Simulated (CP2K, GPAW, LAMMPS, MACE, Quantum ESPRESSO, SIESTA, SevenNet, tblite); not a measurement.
# Running amorphous 43Bi2O3-57BaO (mol %) (99 atoms) with GPAW

Wanted: GPAW inputs and outputs for amorphous 43Bi2O3-57BaO (mol %) (99 atoms), checked against a plane-wave reference.

Program: GPAW 26.7.0. Level of theory: the method is named at each step. Results are calculated unless marked as measured.

## 1. The structure

The cell holds 99 atoms: 26 Bi, 17 Ba and 56 O. Its edges and angles: a = 11.487 Å, b = 11.487 Å, c = 11.487 Å, α = 90.0°, β = 90.0°, γ = 90.0°. 99 atoms (26 Gd, 17 Ba, 56 O) placed at random at 8.51 g/cm³, melted at 5000 K for 10 ps at fixed volume with the Morse and Coulomb pair potential with partial charges (Pedone, Malavasi, Menziani, Cormack and Segre, J. Phys. Chem. B 110, 11780 (2006)). Quenched from 5000 K to 300 K at 50 K/ps and fixed volume, held 5 ps, then minimised at fixed cell. Then Gd was replaced by Bi and the cell scaled by 1.02 (the potential has no terms for the new elements, so the cell is a start for a DFT relaxation).

The yardstick, on the same geometry:

| Property | Result |
| --- | --- |
| method | Kohn-Sham DFT, PBE, SSSP efficiency 1.3.0 pseudopotentials, plane waves (Quantum ESPRESSO 7.5); sssp-pbe-1.3.0-efficiency, cutoffs 60/480 Ry, Γ point |
| r.m.s. force component | 0.6952 eV/Å |
| longest force | 2.42 eV/Å |
| pressure | 21.23 GPa |
| gap (highest filled to lowest empty level) | 1.235 eV |
| time | 13 min on 4 MPI ranks of Arm Neoverse V1, shared host |
| CPU time | 51 min |

## 2. PBE, LCAO dzp, h 0.18 Å

Method: Kohn-Sham DFT, PBE, PAW, atomic orbitals (dzp).

run.py

```python
import numpy as np
from ase.io import read
from gpaw import GPAW, FermiDirac
from ase.parallel import parprint as print

atoms = read("structure.xyz")
atoms.calc = GPAW(
    mode="lcao",
    basis="dzp",
    h=0.18,
    xc="PBE",
    kpts={"size": (1, 1, 1), "gamma": True},
    occupations=FermiDirac(0.05),
    maxiter=200,
    symmetry={"point_group": False},
    txt="gpaw.txt",
)
energy = atoms.get_potential_energy(force_consistent=True)
forces = atoms.get_forces()
print(f"energy {energy:.6f} eV")
print("forces (eV/A)")
for i, (a, f) in enumerate(zip(atoms, forces)):
    print(f"{i:4d} {a.symbol:2s} {f[0]:10.5f} {f[1]:10.5f} {f[2]:10.5f}")
print(f"Fermi level {atoms.calc.get_fermi_level():.4f} eV")
for k in range(len(atoms.calc.get_ibz_k_points())):
    for s in range(atoms.calc.get_number_of_spins()):
        e = atoms.calc.get_eigenvalues(kpt=k, spin=s)
        n = np.searchsorted(e, atoms.calc.get_fermi_level())
        print(f"k {k} spin {s} levels about the Fermi level:", np.round(e[max(n - 6, 0):n], 4).tolist(), "|", np.round(e[n:n + 6], 4).tolist())
```

structure.xyz

```xyz
99
Lattice="11.48663 0.00000 0.00000 0.00000 11.48663 0.00000 0.00000 0.00000 11.48663" Properties=species:S:1:pos:R:3 pbc="T T T"
Bi 0.14025 6.94551 6.14420
Bi 8.95153 6.06161 9.76938
Bi 0.77075 9.99314 4.62142
Bi 5.93020 3.51939 8.79474
Bi 3.68020 3.43129 2.87924
Bi 3.54615 8.49207 6.26240
Bi 2.96458 2.36831 9.91939
Bi 8.32091 3.28472 2.63159
Bi 10.04219 8.54387 8.37835
Bi 5.44960 11.47675 8.27037
Bi 8.58591 11.42690 2.13468
Bi 10.18853 2.53177 11.23243
Bi 11.45837 2.91565 4.78074
Bi 8.65093 0.71596 5.12396
Bi 11.15168 9.16243 0.50093
Bi 8.30449 1.86106 7.97321
Bi 2.90646 0.14140 3.20075
Bi 7.66687 7.98516 0.77317
Bi 7.77025 9.41352 6.27480
Bi 5.97489 2.74186 4.83955
Bi 9.44821 8.57925 4.00022
Bi 4.95866 9.74193 11.44803
Bi 3.28460 4.66989 7.17662
Bi 5.91963 7.63114 8.67424
Bi 5.89884 6.10193 2.82893
Bi 2.86993 1.44490 6.32684
Ba 5.60226 1.31361 0.81325
Ba 7.07450 4.09303 11.47411
Ba 11.25575 0.04962 7.45574
Ba 2.39841 10.11283 8.79853
Ba 5.53621 9.64739 3.76095
Ba 8.48265 10.94641 10.33555
Ba 6.30386 6.07413 5.89046
Ba 1.40160 7.10724 9.60443
Ba 10.38908 6.08435 2.42058
Ba 2.80549 8.15861 2.20635
Ba 0.42615 1.47442 2.05358
Ba 2.10711 5.88081 4.05386
Ba 1.30959 4.61751 0.61408
Ba 1.70186 11.31249 11.33443
Ba 0.02573 3.57223 8.45301
Ba 4.09487 6.21565 10.85624
Ba 8.92385 5.05308 6.56162
O 5.78834 8.66827 6.57690
O 10.38196 11.39393 0.63406
O 7.97884 7.22417 8.01261
O 9.46326 8.86102 1.88840
O 8.24993 1.87910 0.76122
O 3.01604 1.78215 1.51095
O 10.32223 3.62920 1.73046
O 1.26387 0.77845 4.79774
O 9.34506 8.11864 10.60388
O 0.92674 2.30743 10.97134
O 5.46867 7.84043 1.33153
O 4.21778 2.51810 7.79023
O 9.87747 2.27114 6.39334
[... 39 atom lines left out ...]
O 5.84853 3.72615 2.37854
O 1.61514 3.39395 6.30903
O 7.11562 1.38288 3.46816
O 2.34948 4.60671 9.34380
```

Run with:

```sh
OMP_NUM_THREADS=1 mpirun -np 2 gpaw python run.py > output.txt
```

What it wrote:

```text
energy -513.992722 eV
forces (eV/A)
   0 Bi   -0.18922    0.70319    0.28904
   1 Bi    0.13324   -0.80784    0.36767
   2 Bi   -0.60904   -0.18091   -0.02082
   3 Bi   -0.73541    0.68094   -1.08328
   4 Bi   -0.09363   -0.45837   -0.50422
   5 Bi   -0.25590   -0.47261    0.03244
   6 Bi    0.67616    0.23540   -0.18822
   7 Bi    0.46192   -0.36389    1.25150
   8 Bi    0.22982    0.67918   -0.11817
   9 Bi    0.49220   -0.26527   -0.31104
  10 Bi    0.76715    0.08036   -0.73445
  11 Bi   -0.81093    0.35342   -0.58445
  12 Bi    0.29920    0.87153    0.90180
  13 Bi    0.73062    0.36059   -0.15688
  14 Bi   -0.48381   -0.50286    0.61919
  15 Bi    0.17909   -0.17063   -0.21220
  16 Bi    0.43021    0.58790   -0.11241
  17 Bi   -0.12933   -0.85705   -0.52151
  18 Bi   -0.23315    0.70278    1.55235
  19 Bi    0.38207    0.21400    0.83548
  20 Bi   -0.51442    0.45572    0.17074
  21 Bi   -0.82538   -0.84567   -0.97660
  22 Bi   -0.04293    0.41291   -0.27965
  23 Bi    0.42293    0.86773    0.68299
[...]
91 O    -0.28685    1.08423   -0.76500
  92 O     1.21276   -0.55922   -0.72175
  93 O     1.22830   -0.95659   -0.35620
  94 O    -1.80393    0.36594    0.43050
  95 O     0.88496   -0.66134   -0.92083
  96 O    -1.09656    0.35013    0.11664
  97 O     0.25856   -0.97706   -1.44014
  98 O    -0.67457    0.38021    0.64454
Fermi level 10.2301 eV
k 0 spin 0 levels about the Fermi level: [9.2529, 9.3046, 9.3991, 9.4979, 9.5579, 9.6253] | [10.8201, 11.0685, 11.1871, 11.289, 11.395, 11.5248]
```

gpaw.txt:

```text
Input parameters:
  mode=LCAO(),
  basis={'default': 'dzp'},
  h=0.18,
  kpts=MonkhorstPack(size=(1, 1, 1), gamma=True),
  maxiter=200,
  occupations=Occupations(name='fermi-dirac', width=0.05, fixmagmom=False),
  symmetry=Symmetry(point_group=False),
  xc=XC(name='PBE')
Unit cell  # Å
| periodic |         x |         y |         z |   lengths |    angles |
|----------|-----------|-----------|-----------|-----------|-----------|
|      yes | 11.486630 |  0.000000 |  0.000000 | 11.486630 | 90.000000 |
|      yes |  0.000000 | 11.486630 |  0.000000 | 11.486630 | 90.000000 |
|      yes |  0.000000 |  0.000000 | 11.486630 | 11.486630 | 90.000000 |
Number of symmetries: 1
Symmetry operations  # r_c * U_cc + t_c -> r_c
|   | kind |            matrix            |
|---|------|------------------------------|
| 0 |  E   |  1, 0, 0,  0, 1, 0,  0, 0, 1 |
BZ-sampling:
  Number of BZ points: 1
  Number of IBZ points: 1
  Monkhorst-Pack size: [1, 1, 1]
  Monkhorst-Pack shift: [0, 0, 0]
[... lines left out ...]
        l=1, rc=2.8906 Bohr: 2p-dz split-valence wave
        l=2, rc=5.3906 Bohr: d-type Gaussian polarization
      Number of RI-basis functions 0
Reference energy: -19082069.008319  # eV
eigensolver:
density mixing:
  MSR1-Mixer
occupation numbers:
  Fermi-Dirac:
    width: 0.0500  # eV
FastPoissonSolver using
    Stencil: 6*3+1=19 point O(h^6) finite-difference Laplacian
xc functional:
  name: PBE with 2 nearest neighbor stencil
interpolation: tri-quintic # 5. degree polynomial
Initialization done in: 12.119 s
convergence criteria:
- Maximum [total energy] change in last 3 cyles: 0.0005 eV / valence electron
- Maximum integral of absolute [dens]ity change: 0.0001 electrons / valence electron
- Maximum integral of absolute [eigenst]ate change: 4e-08 eV^2 / valence electron
maximum number of iterations: 200
SCF iterations
|iter     |      energy | eigst |  dens |
|---------|-------------|-------|-------|
|iter:   1| -592.550733 |      c|       |
|iter:   2| -569.912397 |      c| -0.98 |
|iter:   3| -515.589139 |      c| -1.04 |
|iter:   4| -514.436735 |      c| -1.60 |
|iter:   5| -514.485308 |      c| -1.83 |
|iter:   6| -514.009953 |      c| -2.16 |
|iter:   7| -514.002453 |      c| -2.67 |
|iter:   8| -513.993259c|      c| -2.90 |
|iter:   9| -513.992990c|      c| -3.26 |
|iter:  10| -513.992723c|      c| -3.60 |
|iter:  11| -513.992712c|      c| -4.01c|
Converged in 11 steps
SCF loop duration: 403.413 s (36.674 s/step)
Energy contributions relative to reference atoms: (reference = -19082069.008319)
Energy contributions:
  Kinetic:        1817.507271
  Coulomb:       -1578.302741
  Zero:              9.207296
  External:          0.000000
  Xc:             -762.404528
  Entropy:          -0.000020
  Spinorbit:         0.000000
  ----------------------------
  Free energy:    -513.992722
  Extrapolated:   -513.992712
dipole moment: (-69.980772, 50.064790, 175.066230)  # |e|*Ang
Fermi level: 10.230
Eigenvalues  # (at kpt = [0.000, 0.000, 0.000])
| band index |      eig [eV] | occ [0-2] |
|------------|---------------|-----------|
|          0 |       -18.176 |     2.000 |
|        ... |               |           |
|        440 |         9.169 |     2.000 |
|        441 |         9.217 |     2.000 |
[...]
|        455 |        11.611 |     0.000 |
|        ... |               |           |
|        541 |        15.580 |     0.000 |
Gap: 1.195 eV
Transition (v -> c):
  (s=0, k=0, n=447, [0.00, 0.00, 0.00]) -> (s=0, k=0, n=448, [0.00, 0.00, 0.00])
No difference between direct/indirect transitions
Force computation time: 88.232  # s
```

Run time: 8.4 min. Hardware: 2 MPI ranks of Arm Neoverse V1, shared host; peak memory 3.4 GiB; 17 min of CPU time.

Banners, paths, timers and routine set-up lines are dropped from the logs unmarked, and long logs keep their key lines alone; longer cuts are marked.

Against the reference:

```
r.m.s. force component                           : 0.7743 eV/Å
r.m.s. difference of force components            : 111.6 meV/Å
longest difference of force vectors              : 456.9 meV/Å
force difference over r.m.s. force               : 16.06 %
slope of forces against the reference's          : 1.107
correlation of force components                  : 0.9942
gap (highest filled to lowest empty level) : 1.195 eV
gap difference                                   : -0.0403 eV
```

Length of the force difference by element (eV/Å):

```csv
element,atoms,mean,most
Ba,17,0.11,0.27
Bi,26,0.13,0.27
O,56,0.21,0.46
```

Levels nearest the highest filled one (eV from it): -0.37, -0.32, -0.23, -0.13, -0.07, 0.00, 1.19, 1.44, 1.56, 1.66, 1.77, 1.90.

A closer look about O88, picked at random: 11 atoms, nearest first, numbered in the order of the input, with positions taken from that point.

```csv
atom,x,y,z,distance (Å),bonds,Fx,Fy,Fz (eV/Å)
O88,0.00,0.00,0.00,0.00,5,-0.77,-0.76,1.22
Bi24,-0.86,1.03,-1.85,2.28,6,0.42,0.87,0.68
Bi2,2.17,-0.54,-0.75,2.36,6,0.13,-0.81,0.37
Bi18,0.89,1.38,1.74,2.39,6,-0.13,-0.86,-0.52
Ba28,0.29,-2.51,0.95,2.70,6,0.07,1.06,0.58
Ba42,-2.69,-0.39,0.34,2.73,8,1.63,-0.75,0.55
O46,1.20,0.62,-2.51,2.85,5,1.10,0.18,-1.60
O72,1.16,-0.76,2.57,2.92,4,0.17,0.23,-0.11
O54,-1.31,1.24,2.30,2.92,6,-1.13,-0.43,0.79
O52,2.56,1.52,0.08,2.98,5,0.49,1.37,0.55
O68,-1.59,-1.12,-2.36,3.05,5,-0.25,0.54,-0.26
```

Atoms are counted from 1 here, from 0 in the log.

Forces lie 16 % from the reference's, at 0.33 times its CPU time (on 2 against 4 cores).

## 3. PBE, LCAO dzp, h 0.15 Å

Method: Kohn-Sham DFT, PBE, PAW, atomic orbitals (dzp).

run.py, as its differences from that of step 2:

```diff
@@ -9,3 +9,3 @@
     basis="dzp",
-    h=0.18,
+    h=0.15,
     xc="PBE",
```

structure.xyz is that of step 2.

What it wrote:

```text
energy -518.608141 eV
forces (eV/A)
   0 Bi   -0.18098    0.69503    0.28097
   1 Bi    0.12900   -0.80707    0.37229
   2 Bi   -0.60101   -0.19335   -0.02266
   3 Bi   -0.73260    0.67775   -1.07717
   4 Bi   -0.09414   -0.45987   -0.50085
   5 Bi   -0.25805   -0.47361    0.04121
   6 Bi    0.67352    0.23724   -0.19079
   7 Bi    0.46786   -0.36307    1.24822
   8 Bi    0.23312    0.67973   -0.11260
   9 Bi    0.49032   -0.26705   -0.31093
  10 Bi    0.76736    0.08053   -0.73133
  11 Bi   -0.81793    0.35178   -0.58614
[...]
94 O    -1.78488    0.38082    0.41339
  95 O     0.93226   -0.63336   -0.87629
  96 O    -1.10773    0.34168    0.16118
  97 O     0.23085   -1.00156   -1.41982
  98 O    -0.64380    0.37886    0.68414
Fermi level 10.2286 eV
k 0 spin 0 levels about the Fermi level: [9.2507, 9.3024, 9.3969, 9.4958, 9.5556, 9.6232] | [10.8194, 11.0677, 11.1863, 11.2881, 11.3939, 11.5239]
```

gpaw.txt:

```text
Input parameters:
  mode=LCAO(),
  basis={'default': 'dzp'},
  h=0.15,
  kpts=MonkhorstPack(size=(1, 1, 1), gamma=True),
  maxiter=200,
  occupations=Occupations(name='fermi-dirac', width=0.05, fixmagmom=False),
  symmetry=Symmetry(point_group=False),
  xc=XC(name='PBE')
[... lines left out ...]
  Fermi-Dirac:
[... lines left out ...]
convergence criteria:
- Maximum [total energy] change in last 3 cyles: 0.0005 eV / valence electron
[... lines left out ...]
Converged in 11 steps
[... lines left out ...]
  Free energy:    -518.608141
[... lines left out ...]
dipole moment: (-69.932151, 50.046695, 174.981669)  # |e|*Ang
Fermi level: 10.229
Eigenvalues  # (at kpt = [0.000, 0.000, 0.000])
| band index |      eig [eV] | occ [0-2] |
|------------|---------------|-----------|
|          0 |       -18.177 |     2.000 |
|        ... |               |           |
|        440 |         9.168 |     2.000 |
|        441 |         9.215 |     2.000 |
[...]
|        455 |        11.610 |     0.000 |
|        ... |               |           |
|        541 |        15.578 |     0.000 |
Gap: 1.196 eV
Transition (v -> c):
  (s=0, k=0, n=447, [0.00, 0.00, 0.00]) -> (s=0, k=0, n=448, [0.00, 0.00, 0.00])
No difference between direct/indirect transitions
Force computation time: 143.673  # s
```

Run time: 13 min. Hardware: 2 MPI ranks; peak memory 4.9 GiB; 26 min of CPU time.

Against the reference:

```yaml
r_m_s_force_component: 0.7759 eV/Å
r_m_s_difference_of_force_components: 110.9 meV/Å
longest_difference_of_force_vectors: 429.1 meV/Å
force_difference_over_r_m_s_force: 15.95 %
slope_of_forces_against_the_reference_s: 1.11
correlation_of_force_components: 0.9946
spacing_of_highest_filled_and_lowest_empty_level: 1.196 eV
gap_difference: -0.0389 eV
energy_less_the_same_level_run_s: -46.62 meV/atom
r_m_s_force_difference_from_the_same_level_run: 18.68 meV/Å
```

Against the first run (16 %), the force difference from the reference is 16 %, at 1.6 times the CPU time: the change moves forces by 19 meV/Å r.m.s., so most of the difference comes from elsewhere.

## 4. PBE, LCAO sz(dzp), h 0.18 Å

Method: Kohn-Sham DFT, PBE, PAW, atomic orbitals (sz(dzp)).

run.py, as its differences from that of step 3:

```diff
@@ -3,3 +3,2 @@
 from gpaw import GPAW, FermiDirac
-from ase.parallel import parprint as print
 
@@ -8,4 +7,4 @@
     mode="lcao",
-    basis="dzp",
-    h=0.15,
+    basis="sz(dzp)",
+    h=0.18,
     xc="PBE",
```

structure.xyz is that of step 3.

Run with:

```sh
OMP_NUM_THREADS=1 python run.py > output.txt
```

What it wrote:

```text
energy -450.172420 eV
forces (eV/A)
   0 Bi   -0.12840    0.52876    0.39978
   1 Bi    0.31274   -0.95292    0.44945
   2 Bi   -0.51637   -0.04439   -0.01083
   3 Bi   -0.77416    0.79301   -0.99401
   4 Bi   -0.23583   -0.36011   -0.65978
   5 Bi   -0.22891   -0.54143   -0.02025
[...]
96 O    -1.20076    0.50696    0.05954
  97 O     0.05286   -1.13373   -1.63192
  98 O    -0.81746    0.44485    0.73695
Fermi level 10.9088 eV
k 0 spin 0 levels about the Fermi level: [10.0083, 10.0722, 10.1749, 10.2445, 10.3359, 10.3916] | [11.4096, 11.6679, 11.7958, 11.9202, 12.0536, 12.1661]
```

gpaw.txt:

```text
Input parameters:
  mode=LCAO(),
  basis={'default': 'sz(dzp)'},
  h=0.18,
  kpts=MonkhorstPack(size=(1, 1, 1), gamma=True),
  maxiter=200,
  occupations=Occupations(name='fermi-dirac', width=0.05, fixmagmom=False),
[... lines left out ...]
  Fermi-Dirac:
[... lines left out ...]
convergence criteria:
- Maximum [total energy] change in last 3 cyles: 0.0005 eV / valence electron
[... lines left out ...]
Converged in 12 steps
[... lines left out ...]
  Free energy:    -450.172420
[... lines left out ...]
Fermi level: 10.909
[... lines left out ...]
|        ... |               |           |
|        541 |        16.286 |     0.000 |
Gap: 1.018 eV
Transition (v -> c):
  (s=0, k=0, n=447, [0.00, 0.00, 0.00]) -> (s=0, k=0, n=448, [0.00, 0.00, 0.00])
No difference between direct/indirect transitions
Force computation time: 44.879  # s
timing:  # [seconds]
  Total:  286.991  # ━━━━━━━━━━━━━━━━━━━━━━━━━━━━━━━━━━━━━━━━━━━━━━━━━━━━━━━━
  Init:    15.677  # ━━━
  SCF:    226.395  # ━━━━━━━━━━━━━━━━━━━━━━━━━━━━━━━━━━━━━━━━━━━━
  Forces:  44.879  # ━━━━━━━━━
```

The job ended after 4.8 min (1 thread; peak memory 2.2 GiB).

Compared with the plane-wave run:

| Item | Value |
| --- | --- |
| r.m.s. force component | 0.8806 eV/Å |
| r.m.s. difference of force components | 252.4 meV/Å |
| longest difference of force vectors | 927.6 meV/Å |
| force difference over r.m.s. force | 36.31 % |
| slope of forces against the reference's | 1.236 |
| correlation of force components | 0.976 |
| gap (highest filled to lowest empty level) | 1.018 eV |
| gap difference | -0.2171 eV |

This is a coarse setting, run to see what it loses.

Against the first run (16 %), the force difference from the reference is 36 %, at 0.29 times the CPU time (on 1 against 2 cores), with 679 basis functions against 1819: the smaller basis costs accuracy.

## 5. PBE, LCAO szp(dzp), h 0.18 Å

Method: Kohn-Sham DFT, PBE, PAW, atomic orbitals (szp(dzp)).

run.py, as its differences from that of step 4:

```diff
@@ -7,3 +7,3 @@
     mode="lcao",
-    basis="sz(dzp)",
+    basis="szp(dzp)",
     h=0.18,
```

structure.xyz is that of step 4.

What it wrote:

```text
energy -480.642906 eV
forces (eV/A)
   0 Bi   -0.17266    0.90210    0.24473
   1 Bi    0.08364   -0.72645    0.39112
   2 Bi   -0.50751   -0.10404    0.01810
   3 Bi   -0.72919    0.61617   -1.12943
   4 Bi   -0.06088   -0.51082   -0.39768
   5 Bi   -0.38178   -0.42744    0.19848
   6 Bi    0.89067    0.35297   -0.40910
   7 Bi    0.45456   -0.43382    1.22029
   8 Bi    0.23999    0.65046   -0.22475
   9 Bi    0.38679   -0.06257   -0.34411
  10 Bi    0.86887    0.12801   -0.79053
  11 Bi   -0.92501    0.26935   -0.38925
  12 Bi    0.26362    0.87297    0.92703
  13 Bi    0.70112    0.42859   -0.19551
  14 Bi   -0.56708   -0.45583    0.58698
  15 Bi    0.11146   -0.20935   -0.23810
  16 Bi    0.39268    0.58262   -0.11200
  17 Bi   -0.17190   -0.75040   -0.53813
  18 Bi   -0.41855    0.75000    1.74619
  19 Bi    0.33721    0.28063    0.79637
  20 Bi   -0.31556    0.35468    0.08050
  21 Bi   -0.75828   -0.77921   -1.14826
  22 Bi    0.04859    0.21891   -0.32008
  23 Bi    0.37546    0.95497    0.63634
[...]
91 O    -0.23564    1.16760   -0.88728
  92 O     1.32193   -0.59447   -0.71434
  93 O     1.39439   -1.13243   -0.31177
  94 O    -1.61901    0.36247    0.51100
  95 O     0.83545   -0.79998   -0.95015
  96 O    -1.10095    0.45486    0.04530
  97 O     0.04271   -1.07604   -1.57694
  98 O    -0.77411    0.39872    0.66447
Fermi level 10.6541 eV
k 0 spin 0 levels about the Fermi level: [9.6958, 9.7614, 9.8663, 9.9394, 10.0106, 10.0976] | [11.2006, 11.4474, 11.554, 11.6726, 11.7818, 11.8572]
```

gpaw.txt:

```text
Input parameters:
  mode=LCAO(),
  basis={'default': 'szp(dzp)'},
  h=0.18,
  kpts=MonkhorstPack(size=(1, 1, 1), gamma=True),
  maxiter=200,
  occupations=Occupations(name='fermi-dirac', width=0.05, fixmagmom=False),
  symmetry=Symmetry(point_group=False),
  xc=XC(name='PBE')
Unit cell  # Å
| periodic |         x |         y |         z |   lengths |    angles |
[... lines left out ...]
  Fermi-Dirac:
[... lines left out ...]
convergence criteria:
- Maximum [total energy] change in last 3 cyles: 0.0005 eV / valence electron
[... lines left out ...]
Converged in 12 steps
[... lines left out ...]
  Free energy:    -480.642906
  Extrapolated:   -480.642884
dipole moment: (-69.457780, 50.424415, 174.761301)  # |e|*Ang
Fermi level: 10.654
Eigenvalues  # (at kpt = [0.000, 0.000, 0.000])
| band index |      eig [eV] | occ [0-2] |
|------------|---------------|-----------|
|          0 |       -18.009 |     2.000 |
|        ... |               |           |
|        440 |         9.624 |     2.000 |
|        441 |         9.646 |     2.000 |
[...]
|        455 |        12.034 |     0.000 |
|        ... |               |           |
|        541 |        15.977 |     0.000 |
Gap: 1.103 eV
Transition (v -> c):
  (s=0, k=0, n=447, [0.00, 0.00, 0.00]) -> (s=0, k=0, n=448, [0.00, 0.00, 0.00])
No difference between direct/indirect transitions
Force computation time: 108.814  # s
timing:  # [seconds]
  Total:  643.337  # ━━━━━━━━━━━━━━━━━━━━━━━━━━━━━━━━━━━━━━━━━━━━━━━━━━━━━━━━
  Init:    17.132  # ━╸
  SCF:    517.349  # ━━━━━━━━━━━━━━━━━━━━━━━━━━━━━━━━━━━━━━━━━━━━━
  Forces: 108.814  # ━━━━━━━━━╸
```

Elapsed: 11 min, on 1 thread; peak memory 2.6 GiB.

Against the reference:

| Item | Value |
| --- | --- |
| r.m.s. force component | 0.8234 eV/Å |
| r.m.s. difference of force components | 180 meV/Å |
| longest difference of force vectors | 672.3 meV/Å |
| force difference over r.m.s. force | 25.89 % |
| slope of forces against the reference's | 1.168 |
| correlation of force components | 0.986 |
| gap (highest filled to lowest empty level) | 1.103 eV |
| gap difference | -0.1321 eV |

This is a coarse setting, run to see what it loses.

Against the first run (16 %), the force difference from the reference is 26 %, at 0.64 times the CPU time (on 1 against 2 cores), with 1140 basis functions against 1819: the smaller basis costs accuracy.

(Part 1 of 2 ends here.)

[Also dropped from logs without a mark: logging warnings of Python, and SIESTA's first energy breakdown and zero terms.]

[Logs are printed without paths, hosts, clocks, repeated set-up lines and the standing remarks that a program may print on its own settings, such as how far it seeks lower states.]

[Hosts, paths, dates, database ids (printed as entryN), source tags and the programs' standing remarks are cut or masked in the printed files.]
